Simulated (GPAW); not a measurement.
# A GW chain in GPAW: H (Cmce), part 2 of 2

Wanted: ground state, empty states, screening and self-energy for H (Cmce).

GPAW 26.7.0; LDA and many-body steps on it, plane waves. Known limits of the many-body steps: not at the basis limit; coarse k mesh.

So far. Step 3 (Bands along the symmetry lines): The gap is 8.694 eV, as in the run before at this level. Step 4 (Empty states on the mesh, 4×4×4 mesh, 100 bands): On this mesh the gap is 8.694 eV.

### 5. Screening and self-energy, 4×4×4 mesh, 90 bands, screening to 80 eV

Now the one-shot GW correction: screening in the RPA, then the self-energy of the levels asked for.

This step: G0W0 on LDA, plane waves, PAW.

run.py

```python
import json
import numpy as np
from gpaw.mpi import world
from gpaw.response.g0w0 import G0W0

gw = G0W0('full.gpw',
    filename='gw',
    kpts=[0, 16],
    bands=(0, 4),
    ecut=80,
    nbands=90,
    integrate_gamma='WS',
    ppa=True)
gw.calculate()
res = {mode: {k: v for k, v in r.items() if k != 'sigma_eskwn'}
       for mode, r in gw.all_results.items()}

if world.rank == 0:
    with open('result.json', 'w') as f:
        json.dump(res, f, default=lambda x: x.tolist())
```

Started as:

```
$ mpirun -n 4 gpaw python run.py
```

Numbers of over 12 decimals in the logs are rounded to 6 here.

What it wrote:

```text
Using integrator: PointIntegrator
FrequencyGridDescriptor(from 0.000+0.000j to 0.000+27.211j eV, 2 points)
Nonperiodic BCs:  [False False False]
Using integrator: PointIntegrator
FrequencyGridDescriptor(from 0.000+0.000j to 0.000+27.211j eV, 2 points)
Nonperiodic BCs:  [False False False]
  ___  _ _ _
 |   || | | |
 | | || | | |
 |__ ||_____|
 |___|

BZ k-points: Symmetries present (total): 4

  [... matrices ...]
64 k-points: 4 x 4 x 4 Monkhorst-Pack grid + [1/8,1/8,1/8]
24 k-points in the irreducible part of the Brillouin zone
       k-points in crystal coordinates                weights
   0:     0.00000000    0.00000000    0.00000000          1/64
   1:     0.00000000    0.00000000    0.25000000          2/64
   2:     0.00000000    0.00000000    0.50000000          1/64
   3:     0.25000000   -0.25000000   -0.25000000          2/64
   4:     0.25000000   -0.25000000    0.00000000          2/64
   5:     0.25000000   -0.25000000    0.25000000          2/64
   6:     0.25000000   -0.25000000    0.50000000          2/64
   7:     0.25000000    0.00000000   -0.25000000          4/64
   8:     0.25000000    0.00000000    0.00000000          4/64
   9:     0.25000000    0.00000000    0.25000000          4/64
          ...
  23:     0.50000000    0.50000000    0.50000000          1/64

Distributing spins, k-points and bands (1 x 2 x 4) over 4 processes
Number of blocks: 1

Quasi particle states:
k-points (IBZ indices): [0, 16]
Band range: (0, 4)
  [... matrices ...]
Computational parameters:
Plane wave cut-off: 80 eV
Number of bands: 90
Coulomb cutoff: None
Broadening: 0.1 eV

fxc modes: GW
Kernel: RPA
Using Godby-Needs plasmon-pole approximation:
  Fitting energy: i*E0, E0 = 1.000 Hartree
Summing all q:

Calculating screened Coulomb potential
No Coulomb truncation
FrequencyGridDescriptor(from 0.000+0.000j to 0.000+27.211j eV, 2 points)
Removing empty qpoint cache files...

Calculating chi0 body with:
    Ground state adapter containing:
    Number of spins: 1
    Number of kpoints: 64
    Number of irreducible kpoints: 24
    Number of completely occupied states: 2
    Number of partially occupied states: 2
    Occupied states memory: 0.322998046875 M / cpu

    Linear response parametrization:
    q_c: [0.0, 0.0, 0.0]
    Number of frequency points: 2
    Planewave cutoff: 80.0
    Number of bands: 90
    Number of planewaves: 91
    Broadening (eta): 1e-06
    comm.size: 4
    kncomm.size: 4
    blockcomm.size: 1

    Memory estimate of potentially large arrays:
        chi0_wGG: 0.252716 M / cpu
Integrating chi0 body.

Symmetries of q_c:
    Direct symmetries (Uq -> q): 4
    Indirect symmetries (TUq -> q): 0
In total 4 allowed symmetries.

  [... matrices ...]
24 groups of equivalent kpoints. 62.5% reduction.

Integral kind: response function
Integrating chi0 head and wings.

Symmetries of q_c:
    Direct symmetries (Uq -> q): 4
    Indirect symmetries (TUq -> q): 0
In total 4 allowed symmetries.

  [... matrices ...]
24 groups of equivalent kpoints. 62.5% reduction.

Integral kind: response function wings

Calculating chi0 body with:
    Ground state adapter containing:
    Number of spins: 1
    Number of kpoints: 64
    Number of irreducible kpoints: 24
    Number of completely occupied states: 2
    Number of partially occupied states: 2
    Occupied states memory: 0.322998046875 M / cpu

    Linear response parametrization:
[... the further q-points ...]

Results:
f:      Occupation numbers
eps:     KS-eigenvalues [eV]
vxc:     KS vxc [eV]
exx:     Exact exchange [eV]
sigma:   Self-energies [eV]
dsigma:  Self-energy derivatives
Z:       Renormalization factors
qp:      QP-energies [eV]

k-point 0 (0): (0.000, 0.000, 0.000)                GW
band       f     eps     vxc     exx   sigma  dsigma       Z      qp
                                                                   GW
   0   1.000 -10.293 -10.426 -16.627   1.171  -0.165   0.858 -14.611
   1   1.000  -8.352 -12.365 -18.149   1.061  -0.157   0.864 -12.432
   2   0.000   2.598  -6.706  -2.233  -1.712  -0.100   0.909   5.109
   3   0.000   3.832  -7.412  -3.362  -1.698  -0.108   0.902   5.954

k-point 1 (16): (0.500, 0.000, 0.500)                GW
band       f     eps     vxc     exx   sigma  dsigma       Z      qp
                                                                   GW
   0   1.000  -9.014 -11.726 -17.666   1.099  -0.160   0.862 -13.189
   1   1.000  -9.014 -11.726 -17.666   1.099  -0.160   0.862 -13.189
   2   0.000   0.342  -5.578  -1.713  -1.595  -0.089   0.918   2.427
   3   0.000   0.342  -5.578  -1.713  -1.595  -0.089   0.918   2.427
```

Elapsed: 24 s, on 4 MPI ranks of Arm Neoverse V2, shared host; peak memory 0.81 GiB; 97 s of CPU time.

This step gave:

| Property | Result |
| --- | --- |
| G0W0 gap on the points computed | 14.86 eV |
| least direct G0W0 gap on the computed points | 15.62 eV |
| Z at the valence top | 0.8639 |
| Z at the conduction bottom | 0.9182 |
| starting gap on the mesh | 8.694 eV |
| k of the valence top | 0, 0, 0 |
| k of the conduction bottom | 0.5, 0, 0.5 |

The gap on the mesh goes from 8.69 eV to 14.86 eV, a correction of +6.16 eV.

Limits: finite bands, cutoff and mesh; coarse k mesh. v1 is the top filled band, c1 the lowest empty one. The levels before and after the correction (eV, zero at the valence-band top of each column):

```tsv
	conduction bottom	valence top
Kohn-Sham	8.69	0.00
G0W0	14.86	0.00
```

```tsv
	level	energy (eV)
Kohn-Sham	Γ v2	-1.941
Kohn-Sham	Γ v1	0.000
Kohn-Sham	Γ c1	10.950
Kohn-Sham	Γ c2	12.184
Kohn-Sham	(0.5 0 0.5) v2-v1	-0.663
Kohn-Sham	(0.5 0 0.5) c1-c2	8.694
G0W0	Γ v2	-2.179
G0W0	Γ v1	0.000
G0W0	Γ c1	17.540
G0W0	Γ c2	18.386
G0W0	(0.5 0 0.5) v2-v1	-0.757
G0W0	(0.5 0 0.5) c1-c2	14.859
```

### 6. Where the time went

Times are wall times on 4 MPI ranks of Arm Neoverse V2, shared host, good to a factor of about two.

```tsv
step	time	share	memory (GiB)
ground state	5.1 s	8 %	0.62
bands along the symmetry lines	5.3 s	8 %	0.65
empty states on the mesh	31 s	47 %	0.73
screening and self-energy	24 s	37 %	0.81
```

### 7. Summary of results

```yaml
lda_gap: 8.69 eV, indirect
g0w0_gap_on_the_mesh: 14.86 eV
gw_settings: 4×4×4 mesh, 90 bands, screening to 80 eV, Godby-Needs plasmon pole
known_limits: not at the basis limit; coarse k mesh
```

What this shows: G0W0 moves the gap on the mesh from 8.69 eV to 14.86 eV (+6.16 eV), with Z of 0.86 and 0.92 at the edges. Only 2 of the mesh's irreducible points were corrected, so a valley elsewhere could overtake. Bands and cutoff are finite, so the gap is not at the basis limit. The miss can reach some tenths of an eV and take either sign; the mesh is an error of its own. These stock PAW sets were not made for GW. In the G0W0 run levels were corrected at 2 k points alone, so a gap called «on the mesh» is the least over those, and an edge elsewhere would be missed. The 4×4×4 mesh is coarse for this cell, which bears on the long-range parts of exchange and screening.

[Paths, hosts, dates, memory and timing lines, banners, echoed tables and standing remarks are left out of the program output.]

[Logs are printed without paths, hosts, clocks, repeated set-up lines and the standing remarks that a program may print on its own settings, such as how far it seeks lower states.]

[Runs of the session that timed out or met a known fault of the program may be left out.]

[Hosts, paths, dates, database ids (printed as entryN), source tags and the programs' standing remarks are cut or masked in the printed files.]
